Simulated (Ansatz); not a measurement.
# LiTi (built on the sites of a database entry of TiAg): the cell at rest

Aim: bring LiTi (built on the sites of a database entry of TiAg) to small forces and stress, as phonons need.

Program: Ansatz 0.2.0. Level of theory: DFT PBEsol, scalar-relativistic, plane waves, PAW. Results are calculated unless marked as measured.

The structure was built from a prototype and need not be the compound's stable phase.

### Step 1. Set-up

It takes space group P4/nmm (No. 129, tetragonal). The conventional cell has a = 2.795 Å, b = 2.795 Å, c = 7.829 Å, α = 90.00°, β = 90.00°, γ = 90.00°. Ti has 8 Ti at 2.69 to 2.80 Å and 4 Li at 2.82 Å nearest. Nearest to Li lie 8 Li at 2.80 Å and 4 Ti at 2.82 Å. Farther neighbours are not listed.

### Step 2. A coarse first look

A quick single point on a coarse mesh tells whether the cell has a gap and how far it is from rest, which sets the k mesh and smearing that follow.

The input, input.yaml:

```yaml
crystal:
  lattice:
    - [2.79523, 0.0, 0.0]
    - [0.0, 2.79523, 0.0]
    - [0.0, 0.0, 7.82859]
  atoms:
    - { symbol: Ti, position: [0.0, 0.5, 0.883488] }
    - { symbol: Ti, position: [0.5, 0.0, 0.116512] }
    - { symbol: Li, position: [0.0, 0.5, 0.3732514] }
    - { symbol: Li, position: [0.5, 0.0, 0.6267486] }
kpoints:
  mp_grid: { grid: [6, 6, 4] }
hamiltonian:
  xc: pbesol
scf:
  occupations: { method: gaussian, width: 0.1 }
output:
  forces: true
  stress: true
  eigenvalues: true
```

The run is started by

```
$ ansatz run input.yaml --threads 8 --pin off --max-ram 14336MiB --backend cpu --events-out ev --progress --plain --runs-dir out
```

Numbers of over 12 decimals in the logs are rounded to 6 here.

Output:

```text
Engine: ansatz 0.2.0, aarch64-unknown-linux-gnu
Pseudopotentials: kind: paw
Pseudopotential: Ti, paw, valence charge 12, recommended cutoff 420 eV (normal), Ti.paw.azcp
Pseudopotential: Li, paw, valence charge 3, recommended cutoff 420 eV (normal), Li.paw.azcp
Functional definition: PBEsol
  exchange = pbesol_x
  correlation = pbesol_c
Crystal: 4 atoms, lattice volume = 61.167 Å³
[...]
P = ⅓ Tr σ = 7.4618 GPa (74.618 kbar)
--- Band table (eV; the first three rows and the last of 30) ---
  k-point 0: bands = [... 11 lower, 5.0306, 6.0588, 6.7990, 7.4870, 8.7274, 9.9494, 9.9494, 10.6078]
  k-point 1: bands = [... 11 lower, 4.8368, 6.0669, 6.7993, 7.9016, 8.7267, 9.9514, 9.9514, 10.2867]
  k-point 2: bands = [... 11 lower, 4.6629, 6.0714, 6.7995, 8.4558, 8.7261, 9.7653, 9.9533, 9.9533]
  k-point 29: bands = [... 11 lower, 6.1952, 7.1995, 7.1995, 9.2262, 9.2262, 11.0611, 11.0611, 12.1929]
[key lines of the parts left out:]
SCF converged after 6 iterations
Free energy (F): -5353.059230 eV
Fermi energy:    8.628989 eV
```

It took 0.69 s on 8 threads of Arm Neoverse N1, shared host; peak memory 0.39 GiB.

Numbers from this step:

* pressure: 7.462 GPa
* volume per atom: 15.29 Å³
* gap on the k-mesh: 0 eV

The coarse mesh shows no gap and a pressure of 7.5 GPa.

### Step 3. Coarse relaxation

A rough relaxation comes first, because large forces or stress need no tight tolerances yet.

Edit input.yaml of step 2 so:

```diff
@@ -11,3 +11,3 @@
 kpoints:
-  mp_grid: { grid: [6, 6, 4] }
+  mp_grid: { grid: [8, 8, 4] }
 hamiltonian:
@@ -20 +20,6 @@
   eigenvalues: true
+relax:
+  adjacent_minimum: "off"
+  f_tol: 0.05
+  max_steps: 80
+  cell: { stress_tol: 0.5 }
```

Output:

```text
[...]
Crystal: 4 atoms, lattice volume = 61.167 Å³
Basis set: ecut = 420 eV, 1215 PW (Γ), exchange–correlation on 40×40×108 points (8 copies of the dense FFT grid, shifted against one another)
Bands: 19, of which v1, the nominal top of the filled ones, is band 15 counted from 1 (14 counted from 0)
Symmetry: 16 space group operations
[...]
k-points: 45 of 256
[...]
F+E_penalty+E_count = -5353.35639715 eV   max|allowed force component| = 2.855e-2 eV/Å   (the final SCF, on the basis selected at the relaxed cell)
  cell:  # Å, volume = 72.0073 Å³
    - [2.792034, 0, 0.0]
    - [0, 2.792034, 0.0]
    - [0.0, 0.0, 9.237089]
  atoms:
    - { symbol: Ti, position: [0, 0.500000, 0.898712] }
    - { symbol: Ti, position: [0.500000, 0, 0.101288] }
    - { symbol: Li, position: [0, 0.500000, 0.367423] }
    - { symbol: Li, position: [0.500000, 0, 0.632577] }
[key lines of the parts left out:]
SCF converged after 7 iterations
Free energy (F): -5353.356397 eV
Fermi energy:    7.020362 eV
P = ⅓ Tr σ = 0.0881 GPa (0.881 kbar)
```

Elapsed: 11 s, on 8 threads; peak memory 0.46 GiB; 75 s of CPU time.

Step by step:

```csv
step,energy less that of the first step (eV),largest force component (eV/Å),pressure (GPa),volume (Å³)
1,0.0000,0.6014,7.54,61.17
2,-0.2139,0.2483,1.29,67.28
3,-0.2457,0.1061,0.45,68.39
4,-0.2684,0.0549,-0.05,70.03
5,-0.2740,0.0299,0.12,70.16
6,-0.2739,0.0626,0.13,70.99
7,-0.2761,0.0064,0.01,70.71
8*,-0.2881,0.0067,0.35,70.71
9,-0.2932,0.0143,0.15,71.50
10,-0.2862,0.2605,0.17,71.52
11,-0.2949,0.0286,0.09,72.01
12*,-0.2950,0.0285,0.09,72.01
```

Relaxation steps marked * repeat the geometry before them on a plane-wave basis chosen anew for their cell, so energy and pressure can jump there. Relaxation steps 6, 10 were tried and not accepted.

The run keeps the 16 symmetry operations that it works with, so distortions that break them were not tested.

```csv
cell as run,before,after,change
a (Å),2.795,2.792,-0.1 %
b (Å),2.795,2.792,-0.1 %
c (Å),7.829,9.237,+18.0 %
volume (Å³/atom),15.29,18.00,+17.7 %
```

The atoms that moved most (Å, as changes of fractional coordinates times the final cell):

```csv
atom,dx,dy,dz,length
Ti1,0.000,0.000,0.141,0.141
Ti2,0.000,0.000,-0.141,0.141
Li3,0.000,0.000,-0.054,0.054
Li4,0.000,0.000,0.054,0.054
```

Final coordinates:

```xyz
4
Lattice="2.7920 0.0000 0.0000 0.0000 2.7920 0.0000 0.0000 0.0000 9.2371" Properties=species:S:1:pos:R:3 pbc="T T T"
Ti    0.0000    1.3960    8.3015
Ti    1.3960    0.0000    0.9356
Li    0.0000    1.3960    3.3939
Li    1.3960    0.0000    5.8432
```

Numbers from this step:

| Property | Result |
| --- | --- |
| pressure | 0.08809 GPa |
| volume per atom | 18.00 Å³ |

In this step the volume went from 15.29 to 18.00 Å³/atom.

### Step 4. Bringing the structure to rest

The cell and atoms are relaxed, since residual forces and stress would shift the frequencies.

input.yaml, the sections that differ from step 3:

```yaml
crystal:
  lattice:
    - [2.7920338888, 0.0, 0.0]
    - [0.0, 2.7920338888, 0.0]
    - [0.0, 0.0, 9.2370893374]
  atoms:
    - { symbol: Ti, position: [0.0, 0.5, 0.8987122906] }
    - { symbol: Ti, position: [0.5, 0.0, 0.1012877094] }
    - { symbol: Li, position: [0.0, 0.5, 0.3674233323] }
    - { symbol: Li, position: [0.5, 0.0, 0.6325766677] }
kpoints:
  mp_grid: { grid: [16, 16, 6] }
relax:
  adjacent_minimum: "off"
  f_tol: 0.005
  max_steps: 80
  cell: { stress_tol: 0.05 }
# hamiltonian, scf, output: as in step 3
```

Output:

```text
[...]
Crystal: 4 atoms, lattice volume = 72.007 Å³
Basis set: ecut = 420 eV, 1427 PW (Γ), exchange–correlation on 40×40×128 points (8 copies of the dense FFT grid, shifted against one another)
Bands: 19, of which v1, the nominal top of the filled ones, is band 15 counted from 1 (14 counted from 0)
[... 1 set-up line as in the run before ...]
[...]
k-points: 180 of 1536
[...]
SCF iter   1: F=—  HF=-5353.377310 eV  |F-HF|=—  |Δ(HF+E_count)|=         —  Δρ=5.45e-3  dr2=1.93e-1  ethr=1.77e-3  ⟨swp⟩=4.2  Hψ=13096  notcnv=0
[...]
SCF iter   7: F=-5353.357763 eV  HF=-5353.357763 eV  |F-HF|=7.73e-9  |Δ(HF+E_count)|=   3.31e-8  Δρ=3.73e-6  dr2=1.58e-8  ethr=3.33e-10  ⟨swp⟩=5.5  Hψ=13132  notcnv=0
SCF 1 converged in 7 iterations: F = -5353.357763 eV  dr2 = 1.58e-8
[...]
relax step   1: F+E_penalty+E_count = -5353.35776319 eV  Δ(F+E_penalty+E_count) = +0.000e0 eV  max|allowed force component| = 1.936e-2 eV/Å  Δτ_max = 0.0000 Å  P = +0.145 GPa  Ω = 72.007 Å³  (7 SCF iters, dr2 threshold 1.00e-7 eV, accepted)
Crystal: 4 atoms, lattice volume = 72.260 Å³
[...]
SCF iter   6: F=-5353.357880 eV  HF=-5353.357880 eV  |F-HF|=3.06e-10  |Δ(HF+E_count)|=   2.95e-9  Δρ=8.34e-7  dr2=6.85e-10  ethr=4.36e-11  ⟨swp⟩=2.0  Hψ=10110  notcnv=0
SCF 2 converged in 6 iterations: F = -5353.357880 eV  dr2 = 6.85e-10
relax step   2: F+E_penalty+E_count = -5353.35787979 eV  Δ(F+E_penalty+E_count) = -1.166e-4 eV  max|allowed force component| = 1.363e-2 eV/Å  Δτ_max = 0.0041 Å  P = -0.039 GPa  Ω = 72.260 Å³  energy of the carried Pulay correction = -1.170e-5 eV  (6 SCF iters, dr2 threshold 1.03e-7 eV, accepted)
Crystal: 4 atoms, lattice volume = 72.313 Å³
[...]
SCF iter   6: F=-5353.357908 eV  HF=-5353.357908 eV  |F-HF|=9.64e-11  |Δ(HF+E_count)|=  6.44e-10  Δρ=3.52e-7  dr2=2.10e-10  ethr=8.10e-12  ⟨swp⟩=2.0  Hψ=10949  notcnv=0
SCF 3 converged in 6 iterations: F = -5353.357908 eV  dr2 = 2.10e-10
relax step   3: F+E_penalty+E_count = -5353.35790812 eV  Δ(F+E_penalty+E_count) = -2.833e-5 eV  max|allowed force component| = 3.851e-3 eV/Å  Δτ_max = 0.0016 Å  P = -0.034 GPa  Ω = 72.313 Å³  energy of the carried Pulay correction = -1.417e-5 eV  (6 SCF iters, dr2 threshold 1.16e-8 eV, accepted)
[...]
SCF iter   1: F=—  HF=-5353.357986 eV  |F-HF|=—  |Δ(HF+E_count)|=         —  Δρ=8.65e-6  dr2=3.60e-9  ethr=2.06e-7  ⟨swp⟩=2.9  Hψ=21567  notcnv=0
eigensolver tolerance schedule: the retry pair's looser diagonalisation over-reported the residual by 17140.39 of it (diagonalisation noise at an unbounded share of the residual, at the tolerance the schedule requests for it); recorded, not acted on — ethr = c·dr2/N_el stays at c = 1.0e-1
[...]
SCF iter   2: F=—  HF=-5353.357922 eV  |F-HF|=—  |Δ(HF+E_count)|=   6.38e-5  Δρ=4.32e-6  dr2=6.93e-10  ethr=1.20e-11  ⟨swp⟩=2.8  Hψ=6617  notcnv=0
[...]
SCF iter   8: F=-5353.357922 eV  HF=-5353.357922 eV  |F-HF|=2.73e-12  |Δ(HF+E_count)|=  1.82e-12  Δρ=4.22e-9  dr2=4.06e-14  ethr=1.00e-12  ⟨swp⟩=1.0  Hψ=7560  notcnv=0
SCF 4 converged in 8 iterations: F = -5353.357922 eV  dr2 = 4.06e-14
relax step   4: F+E_penalty+E_count = -5353.35792187 eV  Δ(F+E_penalty+E_count) = -1.375e-5 eV  max|allowed force component| = 3.857e-3 eV/Å  Δτ_max = 0.0000 Å  P = -0.034 GPa  Ω = 72.313 Å³  stress off target by 4.93e-2 GPa  SCF on the basis re-selected at this cell (its energy is not comparable with the rows above)  (8 SCF iters)
[...]
SCF converged after 8 iterations
Free energy (F): -5353.357922 eV
[...]
Internal energy: -5353.338574 eV  (E = F + TS)
E sigma→0 (E₀):  -5353.348248 eV
Entropy (-TS):   -0.019348 eV (-4.837 meV/atom)
Fermi energy:    6.960342 eV
[...]
--- Forces (eV/Å), atoms counted from 1 ---
  atom   1  Ti     0.00000000     0.00000000     0.00035169
  atom   2  Ti    -0.00000000    -0.00000000    -0.00035169
  atom   3  Li     0.00000000     0.00000000    -0.00385662
  atom   4  Li    -0.00000000    -0.00000000     0.00385662
  max |Σ_I F_I| component: 5.42e-20 eV/Å
--- Stress (GPa, compression-positive) ---
       -0.049311      -0.000000       0.000000
       -0.000000      -0.049311      -0.000000
        0.000000      -0.000000      -0.003377
  P = ⅓ Tr σ = -0.0340 GPa (-0.340 kbar)
--- Band table (eV; the first three rows and the last of 180) ---
  k-point 0: bands = [... 11 lower, 3.4093, 4.1840, 5.2642, 5.4066, 7.0236, 7.3280, 8.3806, 8.3806]
  k-point 1: bands = [... 11 lower, 3.3261, 4.2585, 5.2642, 5.4950, 7.0236, 7.1841, 8.3806, 8.3806]
  k-point 2: bands = [... 11 lower, 3.1921, 4.3661, 5.2642, 5.7428, 6.8393, 7.0235, 8.3808, 8.3808]
  k-point 179: bands = [... 11 lower, 4.7012, 5.6745, 5.6745, 8.1559, 8.1559, 9.4647, 9.4647, 10.7727]
--- Relaxed structure (3 steps of the walk, 3 accepted, 1 SCFs on fresh bases) ---
[...]
cell:  # Å, volume = 72.3135 Å³
    - [2.793284, 0, 0]
    - [0, 2.793284, 0]
    - [0, 0, 9.268063]
  atoms:
    - { symbol: Ti, position: [0, 0.500000, 0.898901] }
    - { symbol: Ti, position: [0.500000, 0, 0.101099] }
    - { symbol: Li, position: [0, 0.500000, 0.367035] }
    - { symbol: Li, position: [0.500000, 0, 0.632965] }
```

Run time: 13 s. Hardware: 8 threads; peak memory 0.59 GiB.

Relaxation path:

```csv
step,energy less that of the first step (eV),largest force component (eV/Å),pressure (GPa),volume (Å³)
1,0.0000,0.0194,0.14,72.01
2,-0.0001,0.0136,-0.04,72.26
3,-0.0001,0.0039,-0.03,72.31
4*,-0.0002,0.0039,-0.03,72.31
```

Relaxation steps marked * repeat the geometry before them on a plane-wave basis chosen anew for their cell, so energy and pressure can jump there.

The run keeps the 16 symmetry operations that it works with, so distortions that break them were not tested.

```csv
"conventional cell, symmetrised",before,after,change
a (Å),2.792,2.793,+0.0 %
b (Å),2.792,2.793,+0.0 %
c (Å),9.237,9.268,+0.3 %
volume (Å³/atom),18.00,18.08,+0.4 %
```

Final coordinates:

```xyz
4
Lattice="2.7933 0.0000 0.0000 0.0000 2.7933 0.0000 0.0000 0.0000 9.2681" Properties=species:S:1:pos:R:3 pbc="T T T"
Ti    0.0000    1.3966    8.3311
Ti    1.3966    0.0000    0.9370
Li    0.0000    1.3966    3.4017
Li    1.3966    0.0000    5.8664
```

This step gave:

```
pressure        : -0.03400 GPa
volume per atom : 18.08 Å³
```

In this step the volume went from 18.00 to 18.08 Å³/atom.

### Step 5. Relaxing to small forces for the phonons

Phonons need a cell at rest on their own settings, so the relaxation is repeated with tight tolerances on forces and stress, using the mesh and the filling of the phonon run that follows.

The input, input.yaml:

```yaml
crystal:
  lattice:
    - [2.7932838287, 0.0, 0.0]
    - [0.0, 2.7932838287, 0.0]
    - [0.0, 0.0, 9.2680630817]
  atoms:
    - { symbol: Ti, position: [0.0, 0.5, 0.8989010172] }
    - { symbol: Ti, position: [0.5, 0.0, 0.1010989828] }
    - { symbol: Li, position: [0.0, 0.5, 0.3670347466] }
    - { symbol: Li, position: [0.5, 0.0, 0.6329652534] }
kpoints:
  mp_grid: { grid: [16, 16, 6] }
hamiltonian:
  xc: pbesol
scf:
  occupations: { method: methfessel_paxton, width: 0.2 }
output:
  forces: true
  stress: true
  eigenvalues: true
relax:
  adjacent_minimum: "off"
  f_tol: 0.001
  max_steps: 60
  cell: { stress_tol: 0.01 }
```

Output:

```text
[...]
Crystal: 4 atoms, lattice volume = 72.313 Å³
Basis set: ecut = 420 eV, 1427 PW (Γ), exchange–correlation on 40×40×128 points (8 copies of the dense FFT grid, shifted against one another)
Bands: 19, of which v1, the nominal top of the filled ones, is band 15 counted from 1 (14 counted from 0)
[... 1 set-up line as in the run before ...]
[...]
k-points: 180 of 1536
[...]
--- Relaxed structure (3 steps of the walk, 2 accepted, 1 SCFs on fresh bases) ---
[...]
cell:  # Å, volume = 72.2814 Å³
    - [2.792839, 0, 0.0]
    - [0, 2.792839, 0.0]
    - [0.0, 0.0, 9.266915]
  atoms:
    - { symbol: Ti, position: [0, 0.5, 0.898913] }
    - { symbol: Ti, position: [0.5, 0, 0.101087] }
    - { symbol: Li, position: [0, 0.5, 0.366907] }
    - { symbol: Li, position: [0.5, 0, 0.633093] }
[key lines of the parts left out:]
SCF converged after 8 iterations
Free energy (F): -5353.350112 eV
Fermi energy:    6.966863 eV
P = ⅓ Tr σ = -0.0015 GPa (-0.015 kbar)
```

The job ended after 13 s (8 threads; peak memory 0.59 GiB; 95 s of CPU time).

Little changed from the start: no atom moved by 0.005 Å and no cell edge by 0.1 %.

Numbers from this step:

```yaml
pressure: -0.001542 GPa
volume_per_atom: 18.07 Å³
```

The largest force component left is 0.052 meV/Å and the pressure is -0.002 GPa, within the tolerances set. The cell now holds 18.07 Å³/atom.

### Step 6. Outcome

```
space group after relaxation (within 0.01 Å) : P4/nmm
lattice constant a                           : 2.793 Å
lattice constant b                           : 2.793 Å
lattice constant c                           : 9.267 Å
volume per atom                              : 18.1 Å³
```

In words: The largest force component left is 0.052 meV/Å and the pressure is -0.002 GPa, within the tolerances set. The cell now holds 18.07 Å³/atom. The relaxation keeps the symmetry of its start, so it says nothing on stability against lower symmetry. The starting cell was built on a prototype and not taken from a measurement, so the phase need not exist.

[Logs are printed without paths, hosts, clocks, repeated set-up lines and the standing remarks that a program may print on its own settings, such as how far it seeks lower states.]

[Hosts, paths, dates, database ids (printed as entryN), source tags and the programs' standing remarks are cut or masked in the printed files.]
